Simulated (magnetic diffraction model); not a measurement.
# Solving a magnetic structure from powder neutron data: HoFe4P12

Space group Im-3 (no. 204), a = 7.9710 Å.

| site | atom | x | y | z |
| --- | --- | --- | --- | --- |
| 2a | Ho | 0 | 0 | 0 |
| 8c | Fe | 1/4 | 1/4 | 1/4 |
| 24g | P | 0.3413 | 0 | 0.1527 |

The compound is invented for this exercise: a known structure type with other elements, its cell scaled to their sizes and not relaxed.

Only Ho and Fe are taken to order (form factors of Ho3+ and Fe2+); orders and moment sizes are assumed, and not adapted to the symmetry. Radiation: neutrons of λ = 1.594 Å, 3° to 50°; isotropic B of 0.46 Å² (Ho), 0.57 Å² (Fe) and 0.64 Å² (P). Simulated constant-wavelength pattern: nuclear and magnetic terms add, the magnetic one as |2.695 fm × Σ f S⊥ exp(2πi Q·r) exp(−B s²)|², summed over all Q at one angle with the factor 1/(sin²θ cos θ). For collinear order S is the moment m, which repeats by lattice and centring translations R with the sign exp(−2πi k·R). Free-ion form factors, Sears's scattering lengths of 1992, no absorption; a label names one of the reflections at its angle. The strongest nuclear line in the range is 100, and lines under 0.2 are left out.

Above the ordering temperature:

```
2θ (°)    index      I
 16.26  (1 1 0)    0.9
 23.07  (2 0 0)   28.1
 32.86  (2 2 0)   51.2
 36.87  (3 1 0)  100.0
 40.53  (2 2 2)    9.2
 43.94  (3 2 1)   55.6
 47.15  (4 0 0)   16.0
```

Below it (cell unchanged):

```tsv
2θ (°)	I
11.48	86.3
16.26	0.9
19.95	35.4
23.07	28.1
25.84	58.9
32.86	51.2
34.91	35.3
36.87	100.0
38.73	21.6
40.53	9.2
42.26	17.1
43.94	55.6
47.15	16.0
48.69	23.0
```

**Question.** Find the propagation vector, then choose among these models:
A. collinear moments along [001], 8.8 μB on Ho and 2.44 μB on Fe; signs + at (0, 0, 0), + at (1/4, 1/4, 1/4), + at (1/4, 3/4, 1/4), + at (3/4, 1/4, 1/4), + at (1/4, 1/4, 3/4)
B. collinear moments along [100], 8.8 μB on Ho and 2.44 μB on Fe; signs + at (0, 0, 0), − at (1/4, 1/4, 1/4), − at (1/4, 3/4, 1/4), + at (3/4, 1/4, 1/4), + at (1/4, 1/4, 3/4)
C. collinear moments along [100], 8.8 μB on Ho and 2.44 μB on Fe; signs + at (0, 0, 0), + at (1/4, 1/4, 1/4), + at (1/4, 3/4, 1/4), + at (3/4, 1/4, 1/4), + at (1/4, 1/4, 3/4)
D. collinear moments along [001], 8.8 μB on Ho and 2.44 μB on Fe; signs + at (0, 0, 0), − at (1/4, 1/4, 1/4), − at (1/4, 3/4, 1/4), + at (3/4, 1/4, 1/4), + at (1/4, 1/4, 3/4)

The new lines index as (0 1 0) at 11.48°, (1 1 1) at 19.95°, (2 1 0) at 25.84° and (2 2 1) at 34.91°, that is as H ± k with k = (1 0 0). The indices are whole but break the lattice centring, so the moments reverse under a centring translation, those with k·t a half-integer.

Magnetic intensity, observed (below minus above) and for each model:

| 2θ (°) | index | observed | A | B | C | D |
| --- | --- | --- | --- | --- | --- | --- |
| 11.48 | (1 0 0) | 86.3 | 86.3 | 86.3 | 86.3 | 86.3 |
| 19.95 | (1 1 1) | 35.4 | 35.4 | 35.4 | 35.4 | 35.4 |
| 25.84 | (2 1 0) | 58.9 | 58.9 | 58.9 | 58.9 | 58.9 |
| 34.91 | (3 0 0) | 35.3 | 35.3 | 35.3 | 35.3 | 35.3 |
| 38.73 | (3 1 1) | 21.6 | 21.6 | 21.6 | 21.6 | 21.6 |
| 42.26 | (3 2 0) | 17.1 | 17.1 | 17.1 | 17.1 | 17.1 |
| 48.69 | (4 1 0) | 23.0 | 23.0 | 23.0 | 23.0 | 23.0 |

Models A, B, C and D match alike on every line, so these data can't choose among them (such ties are often domains of one structure).

The structure used: k = (1 0 0), collinear moments along [100], 8.8 μB on Ho and 2.44 μB on Fe; signs + at (0, 0, 0), + at (1/4, 1/4, 1/4), + at (1/4, 3/4, 1/4), + at (3/4, 1/4, 1/4), + at (1/4, 1/4, 3/4).

[Logs are printed without paths, hosts, clocks, repeated set-up lines and the standing remarks that a program may print on its own settings, such as how far it seeks lower states.]
